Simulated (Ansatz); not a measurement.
# Lattice dynamics of NaMgBr3 (model cell, started as cubic perovskite with Mg in the octahedra)

Task: relax NaMgBr3 (model cell, started as cubic perovskite with Mg in the octahedra), then find its harmonic phonons.

Program: Ansatz 0.2.0. Level of theory: DFT PBE, scalar-relativistic, plane waves, PAW. Results are calculated unless marked as measured.

The structure was built from a prototype and need not be the compound's stable phase.

**1. The structure**

The structure is cubic, space group Pm-3m (No. 221). The conventional cell has a = 5.253 Å, b = 5.253 Å, c = 5.253 Å, α = 90.00°, β = 90.00°, γ = 90.00°. Na has 12 Br at 3.71 Å nearest. Nearest to Mg lie 6 Br at 2.63 Å. Nearest to Br lie 2 Mg at 2.63 Å and 4 Na at 3.71 Å. Farther neighbours and most contacts between anions are not listed.

As a file:

```cif
data_structure
_symmetry_space_group_name_H-M 'Pm-3m'
_symmetry_Int_Tables_number 221
_cell_length_a 5.2528
_cell_length_b 5.2528
_cell_length_c 5.2528
_cell_angle_alpha 90.000
_cell_angle_beta 90.000
_cell_angle_gamma 90.000
_cell_volume 144.93
loop_
_atom_site_label
_atom_site_type_symbol
_atom_site_symmetry_multiplicity
_atom_site_Wyckoff_symbol
_atom_site_fract_x
_atom_site_fract_y
_atom_site_fract_z
_atom_site_occupancy
Na1 Na 1 a 0.00000 0.00000 0.00000 1
Mg1 Mg 1 b 0.50000 0.50000 0.50000 1
Br1 Br 3 c 0.50000 0.50000 0.00000 1
```

**2. Relaxation**

Harmonic phonons are second derivatives at a point where the forces vanish, and they are wanted at zero stress, so atoms and cell are relaxed first.

Input file input.yaml:

```yaml
crystal:
  lattice:
    - [5.2528, 0.0, 0.0]
    - [0.0, 5.2528, 0.0]
    - [0.0, 0.0, 5.2528]
  atoms:
    - { symbol: Na, position: [0.0, 0.0, 0.0] }
    - { symbol: Mg, position: [0.5, 0.5, 0.5] }
    - { symbol: Br, position: [0.5, 0.5, 0.0] }
    - { symbol: Br, position: [0.5, 0.0, 0.5] }
    - { symbol: Br, position: [0.0, 0.5, 0.5] }
kpoints:
  mp_grid: { grid: [4, 4, 4] }
hamiltonian:
  xc: pbe
scf:
  occupations: { method: gaussian, width: 0.02 }
output:
  forces: true
  stress: true
  eigenvalues: true
  write_density: true
  write_potential: true
  elf: true
  volumetric_format: npy
relax:
  adjacent_minimum: "off"
  f_tol: 0.005
  max_steps: 80
  cell: { stress_tol: 0.05 }
```

Run with:

```console
> ansatz run input.yaml --threads 4 --pin off --max-ram 14336MiB --backend cpu --events-out ev --progress --plain --runs-dir out
```

Numbers of over 12 decimals in the logs are rounded to 6 here.

Log:

```text
Engine: ansatz 0.2.0, aarch64-unknown-linux-gnu
Pseudopotentials: kind: paw
Pseudopotential: Na, paw, valence charge 9, recommended cutoff 420 eV (normal), Na.paw.azcp
Pseudopotential: Mg, paw, valence charge 10, recommended cutoff 420 eV (normal), Mg.paw.azcp
Pseudopotential: Br, paw, valence charge 7, recommended cutoff 420 eV (normal), Br.paw.azcp
Functional definition: PBE
  parameter kappa = 0.804
  parameter beta = 0.066725
  exchange = pbe_x(kappa = kappa, mu = beta*pi^2/3)
  correlation = pbe_c(beta = beta)
Crystal: 5 atoms, lattice volume = 144.935 Å³
Basis set: ecut = 420 eV, 2897 PW (Γ), exchange–correlation on 72×72×72 points (8 copies of the dense FFT grid, shifted against one another)
Bands: 25, of which v1, the nominal top of the filled ones, is band 20 counted from 1 (19 counted from 0)
Symmetry: 48 space group operations
Space group: Pm-3m (ITA 221), of the structure as read, at distance tolerance 5.3e-5 Å
k-points: 10 of 64
Non-local potential: Na, projectors of the file, l = 0: 3, l = 1: 2, l = 2: 1
Non-local potential: Mg, projectors of the file, l = 0: 3, l = 1: 2, l = 2: 1
Non-local potential: Br, projectors of the file, l = 0: 2, l = 1: 2, l = 2: 2
PAW form: soft (Blöchl's): semilocal exchange-correlation on the pseudo side does not see the compensation charge
PAW one-centre angular grid: Na, 110 points (default); XC on 64 Gauss nodes
PAW one-centre angular grid: Mg, 110 points (default); XC on 64 Gauss nodes
PAW one-centre angular grid: Br, 110 points (default); XC on 64 Gauss nodes
Initial density: superposition of atomic densities (neutral atoms: chi_scale 0, normalization atom), corrected by the library's trained network
Initial wavefunctions: pseudopotential atomic-orbital guess
Functional: x = pbe(κ = 0.804, μ = 0.219515), c = pbe(β = 0.066725)
SCF iter   1: F=—  HF=-11766.611090 eV  |F-HF|=—  |Δ(HF+E_count)|=         —  Δρ=5.89e-4  dr2=1.10e-3  ethr=1.77e-3  ⟨swp⟩=9.1  Hψ=1321  notcnv=0
preconditioner: auto → Resta (q_TF=auto, 2.201 Å⁻¹)  ε∞=3.0  [insulator: Δε(μ)=2.885 eV  Ē_g=10.815 eV  σ=0.020 eV  W_gap=1.00  n_scr=26 (ndim 8)  ℏωp=15.1 eV  f_vac=0.097  D(μ)=0.00/eV (n_scr^D=0)  ε∞_Penn≈3.0]
SCF iter   2: F=—  HF=-11766.611355 eV  |F-HF|=—  |Δ(HF+E_count)|=   2.65e-4  Δρ=2.62e-4  dr2=3.25e-4  ethr=2.76e-6  ⟨swp⟩=3.3  Hψ=630  notcnv=0  defer=8
SCF iter   3: F=—  HF=-11766.611340 eV  |F-HF|=—  |Δ(HF+E_count)|=   1.53e-5  Δρ=1.29e-4  dr2=4.85e-5  ethr=8.13e-7  ⟨swp⟩=2.0  Hψ=355  notcnv=0  defer=8
SCF iter   4: F=—  HF=-11766.611726 eV  |F-HF|=—  |Δ(HF+E_count)|=   3.87e-4  Δρ=5.33e-5  dr2=9.07e-6  ethr=1.21e-7  ⟨swp⟩=2.8  Hψ=426  notcnv=0  defer=8
SCF iter   5: F=—  HF=-11766.611725 eV  |F-HF|=—  |Δ(HF+E_count)|=   1.34e-6  Δρ=1.17e-5  dr2=1.23e-7  ethr=2.27e-8  ⟨swp⟩=2.4  Hψ=358  notcnv=0  defer=8
SCF iter   6: F=-11766.611725 eV  HF=-11766.611725 eV  |F-HF|=4.40e-9  |Δ(HF+E_count)|=   4.17e-8  Δρ=3.82e-6  dr2=1.90e-8  ethr=2.50e-10  ⟨swp⟩=13.7  Hψ=2001  notcnv=0
SCF 1 converged in 6 iterations: F = -11766.611725 eV  dr2 = 1.90e-8
  greatest PAW one-centre occupation: 1.000 electrons in one spin orbital (limit 2), on the Mg atom at site 1 (counted from 0), in its partial waves of l = 0
relax step   1: F+E_penalty+E_count = -11766.61172505 eV  Δ(F+E_penalty+E_count) = +0.000e0 eV  max|allowed force component| = 6.458e-29 eV/Å  Δτ_max = 0.0000 Å  P = +0.956 GPa  Ω = 144.935 Å³  (6 SCF iters, dr2 threshold 1.00e-7 eV, accepted)
Crystal: 5 atoms, lattice volume = 148.270 Å³
Basis set: ecut = 420 eV, 2945 PW (Γ), exchange–correlation on 72×72×72 points (8 copies of the dense FFT grid, shifted against one another)
Initial density: handed on by an earlier stage of this run
Initial wavefunctions: those handed on with the density
iter 1 solved again at ethr=3.53e-6 eV; its pass at ethr=3.10e-3 eV (dr2=1.41e-3 eV) is discarded
SCF iter   1: F=—  HF=-11766.624985 eV  |F-HF|=—  |Δ(HF+E_count)|=         —  Δρ=7.27e-4  dr2=1.44e-3  ethr=3.53e-6  ⟨swp⟩=2.2  Hψ=1503  notcnv=0
preconditioner: auto → Resta (q_TF=auto, 2.193 Å⁻¹)  ε∞=2.9  [insulator: Δε(μ)=2.834 eV  Ē_g=10.750 eV  σ=0.020 eV  W_gap=1.00  n_scr=26 (ndim 8)  ℏωp=14.9 eV  f_vac=0.106  D(μ)=0.00/eV (n_scr^D=0)  ε∞_Penn≈2.9]
SCF iter   2: F=—  HF=-11766.624353 eV  |F-HF|=—  |Δ(HF+E_count)|=   6.32e-4  Δρ=3.93e-4  dr2=4.28e-4  ethr=3.53e-6  ⟨swp⟩=2.0  Hψ=430  notcnv=0
SCF iter   3: F=—  HF=-11766.624583 eV  |F-HF|=—  |Δ(HF+E_count)|=   2.30e-4  Δρ=8.70e-5  dr2=2.63e-5  ethr=1.07e-6  ⟨swp⟩=2.1  Hψ=375  notcnv=0
SCF iter   4: F=—  HF=-11766.624574 eV  |F-HF|=—  |Δ(HF+E_count)|=   8.80e-6  Δρ=2.58e-5  dr2=1.17e-6  ethr=6.58e-8  ⟨swp⟩=2.7  Hψ=472  notcnv=0
SCF iter   5: F=-11766.624575 eV  HF=-11766.624575 eV  |F-HF|=4.27e-8  |Δ(HF+E_count)|=   7.87e-7  Δρ=4.72e-6  dr2=4.13e-8  ethr=1.25e-9  ⟨swp⟩=11.9  Hψ=2017  notcnv=0
SCF 2 converged in 5 iterations: F = -11766.624575 eV  dr2 = 4.13e-8
relax step   2: F+E_penalty+E_count = -11766.62457477 eV  Δ(F+E_penalty+E_count) = -1.285e-2 eV  max|allowed force component| = 1.266e-29 eV/Å  Δτ_max = 0.0000 Å  P = +0.311 GPa  Ω = 148.270 Å³  energy of the carried Pulay correction = -2.002e-4 eV  (5 SCF iters, dr2 threshold 5.00e-7 eV, accepted)
Crystal: 5 atoms, lattice volume = 149.931 Å³
iter 1 solved again at ethr=6.29e-7 eV; its pass at ethr=3.10e-3 eV (dr2=2.51e-4 eV) is discarded
SCF iter   1: F=—  HF=-11766.625888 eV  |F-HF|=—  |Δ(HF+E_count)|=         —  Δρ=3.51e-4  dr2=3.39e-4  ethr=6.29e-7  ⟨swp⟩=3.4  Hψ=1433  notcnv=0
preconditioner: auto → Resta (q_TF=auto, 2.189 Å⁻¹)  ε∞=2.9  [insulator: Δε(μ)=2.771 eV  Ē_g=10.697 eV  σ=0.020 eV  W_gap=1.00  n_scr=26 (ndim 8)  ℏωp=14.9 eV  f_vac=0.107  D(μ)=0.00/eV (n_scr^D=0)  ε∞_Penn≈2.9]
SCF iter   2: F=—  HF=-11766.625735 eV  |F-HF|=—  |Δ(HF+E_count)|=   1.53e-4  Δρ=1.90e-4  dr2=1.03e-4  ethr=6.29e-7  ⟨swp⟩=2.1  Hψ=350  notcnv=0
SCF iter   3: F=—  HF=-11766.626166 eV  |F-HF|=—  |Δ(HF+E_count)|=   4.31e-4  Δρ=4.32e-5  dr2=6.31e-6  ethr=2.57e-7  ⟨swp⟩=2.6  Hψ=404  notcnv=0
SCF iter   4: F=—  HF=-11766.626164 eV  |F-HF|=—  |Δ(HF+E_count)|=   1.70e-6  Δρ=1.43e-5  dr2=3.19e-7  ethr=1.58e-8  ⟨swp⟩=2.7  Hψ=472  notcnv=0
SCF iter   5: F=-11766.626164 eV  HF=-11766.626164 eV  |F-HF|=1.10e-8  |Δ(HF+E_count)|=   1.88e-7  Δρ=2.97e-6  dr2=1.65e-8  ethr=6.04e-10  ⟨swp⟩=11.1  Hψ=1898  notcnv=0
SCF 3 converged in 5 iterations: F = -11766.626164 eV  dr2 = 1.65e-8
relax step   3: F+E_penalty+E_count = -11766.62616402 eV  Δ(F+E_penalty+E_count) = -1.589e-3 eV  max|allowed force component| = 1.509e-29 eV/Å  Δτ_max = 0.0000 Å  P = +0.017 GPa  Ω = 149.931 Å³  energy of the carried Pulay correction = -2.983e-4 eV  (5 SCF iters, dr2 threshold 2.41e-7 eV, accepted)
Initial wavefunctions: pseudopotential atomic-orbital guess (no wavefunctions were taken with the density)
iter 1 solved again at ethr=5.30e-7 eV; its pass at ethr=3.10e-3 eV (dr2=2.12e-4 eV) is discarded
SCF iter   1: F=—  HF=-11766.623139 eV  |F-HF|=—  |Δ(HF+E_count)|=         —  Δρ=1.97e-4  dr2=1.58e-6  ethr=5.30e-7  ⟨swp⟩=3.5  Hψ=1994  notcnv=0
preconditioner: auto → Resta (q_TF=auto, 2.189 Å⁻¹)  ε∞=2.9  [insulator: Δε(μ)=2.753 eV  Ē_g=10.691 eV  σ=0.020 eV  W_gap=1.00  n_scr=26 (ndim 8)  ℏωp=14.9 eV  f_vac=0.107  D(μ)=0.00/eV (n_scr^D=0)  ε∞_Penn≈2.9]
SCF iter   2: F=—  HF=-11766.625714 eV  |F-HF|=—  |Δ(HF+E_count)|=   2.57e-3  Δρ=9.93e-5  dr2=3.35e-7  ethr=3.94e-9  ⟨swp⟩=2.4  Hψ=468  notcnv=0
SCF iter   3: F=—  HF=-11766.626416 eV  |F-HF|=—  |Δ(HF+E_count)|=   7.03e-4  Δρ=1.33e-5  dr2=3.17e-8  ethr=8.37e-10  ⟨swp⟩=2.0  Hψ=440  notcnv=0
SCF iter   4: F=—  HF=-11766.626429 eV  |F-HF|=—  |Δ(HF+E_count)|=   1.21e-5  Δρ=2.21e-6  dr2=4.05e-9  ethr=7.92e-11  ⟨swp⟩=2.0  Hψ=450  notcnv=0
SCF iter   5: F=—  HF=-11766.626429 eV  |F-HF|=—  |Δ(HF+E_count)|=   2.50e-7  Δρ=4.84e-7  dr2=9.05e-10  ethr=1.01e-11  ⟨swp⟩=2.9  Hψ=466  notcnv=0
SCF iter   6: F=—  HF=-11766.626429 eV  |F-HF|=—  |Δ(HF+E_count)|=   2.18e-9  Δρ=1.80e-7  dr2=5.88e-11  ethr=2.26e-12  ⟨swp⟩=2.6  Hψ=404  notcnv=0
SCF iter   7: F=-11766.626429 eV  HF=-11766.626429 eV  |F-HF|=5.46e-12  |Δ(HF+E_count)|=  1.29e-10  Δρ=5.74e-8  dr2=5.09e-12  ethr=1.00e-12  ⟨swp⟩=6.1  Hψ=1161  notcnv=0
SCF 4 converged in 7 iterations: F = -11766.626429 eV  dr2 = 5.09e-12
relax step   4: F+E_penalty+E_count = -11766.62642878 eV  Δ(F+E_penalty+E_count) = -2.648e-4 eV  max|allowed force component| = 5.936e-30 eV/Å  Δτ_max = 0.0000 Å  P = +0.015 GPa  Ω = 149.931 Å³  stress off target by 1.47e-2 GPa  SCF on the basis re-selected at this cell (its energy is not comparable with the rows above)  (7 SCF iters)
basis re-selected at this cell: Δ(F+E_penalty+E_count) = -2.648e-4 eV, ΔP = -0.003 GPa vs the last step (what re-selecting the basis moved, of the pressure what is left beyond the Pulay correction that the steps carried, after the strain that the cell walked since its last selection, with what the two solves' SCF thresholds leave and, on support functions, any second-order correction that the steps lacked; it is no m [...]
SCF converged after 7 iterations
Free energy (F): -11766.626429 eV
Harris-Foulkes:  -11766.626429 eV  (|F-HF|=5.46e-12)
Internal energy: -11766.626429 eV  (E = F + TS)
E sigma→0 (E₀):  -11766.626429 eV
Fermi energy:    3.321095 eV
--- Per-component energies (eV) ---
  E_band       = -676.451000
  E_kinetic    = 598.411994
  E_local      = -3978.428956  (includes V_loc(G=0)·N_el)
  E_nonlocal   = 420.967369
  E_hartree    = 1393.186152
  E_xc         = -862.767766
  E_vxc        = -399.807347  (∫ρ·V_xc dr)
  E_paw        = -7295.978960  (= ΣΔE_a)
  E_vpaw       = -103.966346  (= ΣTr[D̂ρ^β])
  E_aug_tail   = 0.000007  (compensation charges beyond the density's cutoff)
  E_ewald      = -2042.016269
  E_smearing   = -0.000000  (= −TS)
  E_closure    = 0.000000  (closes the sum)
  Σ components = -11766.626429   (vs F -11766.626429, Δ=0.00e0)
--- Forces (eV/Å), atoms counted from 1 ---
  atom   1  Na    -0.00000000     0.00000000     0.00000000
  atom   2  Mg     0.00000000    -0.00000000     0.00000000
  atom   3  Br     0.00000000     0.00000000     0.00000000
  atom   4  Br    -0.00000000    -0.00000000     0.00000000
  atom   5  Br     0.00000000     0.00000000    -0.00000000
  max |Σ_I F_I| component: 1.24e-29 eV/Å
--- Stress (GPa, compression-positive) ---
        0.014657      -0.000000       0.000000
       -0.000000       0.014657       0.000000
        0.000000       0.000000       0.014657
  P = ⅓ Tr σ = 0.0147 GPa (0.147 kbar)
--- Band table (eV; the first three rows and the last of 10) ---
  k-point 0: bands = [... 16 lower, 1.1491, 1.4188, 1.4188, 1.4188, 4.6978, 5.1529, 8.9926, 8.9926, ... 1 higher]
  k-point 1: bands = [... 16 lower, 0.9589, 1.0394, 1.3410, 1.3410, 5.6266, 5.8517, 8.6439, 9.1974, ... 1 higher]
  k-point 2: bands = [... 16 lower, 0.6833, 0.9361, 1.3263, 1.3263, 6.9373, 6.9783, 7.5100, 9.4812, ... 1 higher]
  k-point 9: bands = [... 16 lower, 0.8412, 1.9442, 1.9442, 1.9442, 5.8299, 7.8007, 7.8007, 7.8007, ... 1 higher]
--- Relaxed structure (3 steps of the walk, 3 accepted, 1 SCFs on fresh bases) ---
  F+E_penalty+E_count = -11766.62642878 eV   max|allowed force component| = 5.936e-30 eV/Å   (the final SCF, on the basis selected at the relaxed cell)
  cell:  # Å, volume = 149.9314 Å³
    - [5.312482, 0, 0]
    - [0, 5.312482, 0.0]
    - [0, 0.0, 5.312482]
  atoms:
    - { symbol: Na, position: [0, 0, 0] }
    - { symbol: Mg, position: [0.5, 0.5, 0.5] }
    - { symbol: Br, position: [0.5, 0.5, 0] }
    - { symbol: Br, position: [0.5, 0, 0.5] }
    - { symbol: Br, position: [0, 0.5, 0.5] }
```

The job ended after 2.5 s (4 threads of Arm Neoverse V2, shared host; peak memory 0.42 GiB; 8.8 s of CPU time).

Step by step:

| step | energy less that of the first step (eV) | largest force component (eV/Å) | pressure (GPa) | volume (Å³) |
| --- | --- | --- | --- | --- |
| 1 | 0.0000 | 0.0000 | 0.96 | 144.93 |
| 2 | -0.0128 | 0.0000 | 0.31 | 148.27 |
| 3 | -0.0144 | 0.0000 | 0.02 | 149.93 |
| 4* | -0.0147 | 0.0000 | 0.01 | 149.93 |

Relaxation steps marked * repeat the geometry before them on a plane-wave basis chosen anew for their cell, so energy and pressure can jump there.

Forces are held to the 48 operations that the run works with; a distortion that breaks them can't arise in this run.

| conventional cell, symmetrised | before | after | change |
| --- | --- | --- | --- |
| a (Å) | 5.253 | 5.312 | +1.1 % |
| b (Å) | 5.253 | 5.312 | +1.1 % |
| c (Å) | 5.253 | 5.312 | +1.1 % |
| volume (Å³/atom) | 28.99 | 29.99 | +3.4 % |

Final coordinates:

```xyz
5
Lattice="5.3125 0.0000 0.0000 0.0000 5.3125 0.0000 0.0000 0.0000 5.3125" Properties=species:S:1:pos:R:3 pbc="T T T"
Na    0.0000    0.0000    0.0000
Mg    2.6562    2.6562    2.6562
Br    2.6562    2.6562    0.0000
Br    2.6562    0.0000    2.6562
Br    0.0000    2.6562    2.6562
```

A gap read on the k-mesh alone can miss the band edges.

Numbers from this step:

```
pressure           : 0.01466 GPa
gap on the k-mesh  : 2.754 eV
volume per atom    : 29.99 Å³
direct gap on mesh : 3.279 eV
```

Valence density in the ac plane at fractional y = 0.500, with atoms of Mg and Br within 0.2 Å of it. It is the smooth field of the valence electrons, not physical close to the nuclei.

Ten steps, logarithmic in the rise over the least value, from '0' (0 e/Å³) to '9' (21 e/Å³), each cell a mean:
```
000013323321000
000012333321000
000001232210000
110000111100011
321100011000122
432100244101233
233211698411233
233211799411332
333211476201233
332100111000123
211000111000011
000001222110000
000012333210000
000013333321000
000023322431000
```
Columns run along a (5.3 Å), rows up along c (5.3 Å). Atoms in or near the plane, at fractional coordinates: Mg at (0.50, 0.50), Br at (0.50, 0.00), Br at (0.00, 0.50).

ELF in the ac plane at fractional y = 0.500, with atoms of Mg and Br within 0.2 Å of it. It is the smooth field of the valence electrons, not physical close to the nuclei.

Ten even steps from '0' (0.01) to '9' (0.87), each cell a mean:
```
001599512898300
000379978985100
420037999862013
874114677520258
998410111102689
799730132015898
059940434217982
039941433317971
479840344116995
999620010004799
986202444311379
641026899741035
210169999984001
001489735997200
002699400798400
```
Columns run along a (5.3 Å), rows up along c (5.3 Å). Atoms in or near the plane, at fractional coordinates: Mg at (0.50, 0.50), Br at (0.50, 0.00), Br at (0.00, 0.50).

Electrostatic potential energy in the ac plane at fractional y = 0.500, with atoms of Mg and Br within 0.2 Å of it. With pseudopotentials it is smooth inside the atoms' cores, unlike the true potential.

Values in eV, 15 rows by 15 columns, each cell a mean:
```
  8   8   8   7   4 -17 -57 -71 -68 -42  -2   6   8   8   8
  8   8   8   7   5  -3 -26 -44 -39 -14   3   7   8   8   8
  8   8   8   8   7   4  -1  -6  -5   1   5   7   8   8   8
  6   6   7   7   6   5   2   1   2   3   5   7   7   7   6
 -4   0   4   6   5   2  -1  -3  -3   0   4   5   5   3  -2
-49 -30  -5   3   3  -3 -15 -28 -23  -8   0   3   1 -14 -42
-72 -59 -21   0   1  -9 -41 -68 -61 -23  -3   2  -5 -39 -68
-73 -64 -25   0   0 -10 -48 -73 -68 -28  -3   1  -6 -44 -71
-63 -46 -12   2   2  -5 -26 -48 -41 -15  -1   2  -1 -26 -57
-22 -10   1   5   4   0  -5 -10  -9  -3   2   5   4  -3 -17
  3   5   6   7   6   4   2   0   1   3   5   6   7   5   4
  7   7   8   7   7   5   2   0   0   3   6   7   8   7   7
  8   8   8   8   6   1 -12 -25 -21  -5   4   7   8   8   8
  8   8   8   7   5 -10 -46 -64 -59 -30   0   6   8   8   8
  8   8   8   7   3 -22 -63 -73 -72 -49  -4   6   8   8   8
```
Columns run along a (5.3 Å; values clipped at the 3rd and 97th percentile), rows up along c (5.3 Å). Atoms in or near the plane, at fractional coordinates: Mg at (0.50, 0.50), Br at (0.50, 0.00), Br at (0.00, 0.50).

In this step the volume went from 28.99 to 29.99 Å³/atom.

**3. Tight relaxation**

Phonons need a cell at rest on their own settings, so the relaxation is repeated with tight tolerances on forces and stress on the k mesh and occupations of the first response run.

Input file input.yaml:

```yaml
crystal:
  lattice:
    - [5.3124822229, 0.0, 0.0]
    - [0.0, 5.3124822229, 0.0]
    - [0.0, 0.0, 5.3124822229]
  atoms:
    - { symbol: Na, position: [0.0, 0.0, 0.0] }
    - { symbol: Mg, position: [0.5, 0.5, 0.5] }
    - { symbol: Br, position: [0.5, 0.5, 0.0] }
    - { symbol: Br, position: [0.5, 0.0, 0.5] }
    - { symbol: Br, position: [0.0, 0.5, 0.5] }
kpoints:
  mp_grid: { grid: [4, 4, 4] }
hamiltonian:
  xc: pbe
scf:
  occupations: { method: fixed }
output:
  forces: true
  stress: true
  eigenvalues: true
relax:
  adjacent_minimum: "off"
  f_tol: 0.001
  max_steps: 60
  cell: { stress_tol: 0.01 }
```

Log:

```text
[...]
Crystal: 5 atoms, lattice volume = 149.931 Å³
Basis set: ecut = 420 eV, 2945 PW (Γ), exchange–correlation on 72×72×72 points (8 copies of the dense FFT grid, shifted against one another)
Bands: 25, of which v1, the nominal top of the filled ones, is band 20 counted from 1 (19 counted from 0)
Symmetry: 48 space group operations
[...]
k-points: 10 of 64
[...]
--- Relaxed structure (2 steps of the walk, 2 accepted, 1 SCFs on fresh bases) ---
[...]
cell:  # Å, volume = 149.9843 Å³
    - [5.313107, 0, 0]
    - [0, 5.313107, 0]
    - [0, 0, 5.313107]
  atoms:
    - { symbol: Na, position: [0, 0, 0] }
    - { symbol: Mg, position: [0.5, 0.5, 0.5] }
    - { symbol: Br, position: [0.5, 0.5, 0] }
    - { symbol: Br, position: [0.5, 0, 0.5] }
    - { symbol: Br, position: [0, 0.5, 0.5] }
[key lines of the parts left out:]
SCF converged after 9 iterations
Free energy (F): -11766.626440 eV
Fermi energy:    1.941206 eV
P = ⅓ Tr σ = 0.0054 GPa (0.054 kbar)
```

Elapsed: 1.9 s, on 4 threads; peak memory 0.41 GiB.

Little changed from the start: no atom moved by 0.005 Å and no cell edge by 0.1 %.

Numbers from this step:

```
pressure           : 0.005447 GPa
gap on the k-mesh  : 2.752 eV
volume per atom    : 30.00 Å³
direct gap on mesh : 3.277 eV
```

The forces vanish by symmetry and the pressure is 0.005 GPa, within the tolerances set. The cell now holds 30.00 Å³/atom.

(Part 1 of 2 ends here.)

[Logs are printed without paths, hosts, clocks, repeated set-up lines and the standing remarks that a program may print on its own settings, such as how far it seeks lower states.]

[Hosts, paths, dates, database ids (printed as entryN), source tags and the programs' standing remarks are cut or masked in the printed files.]
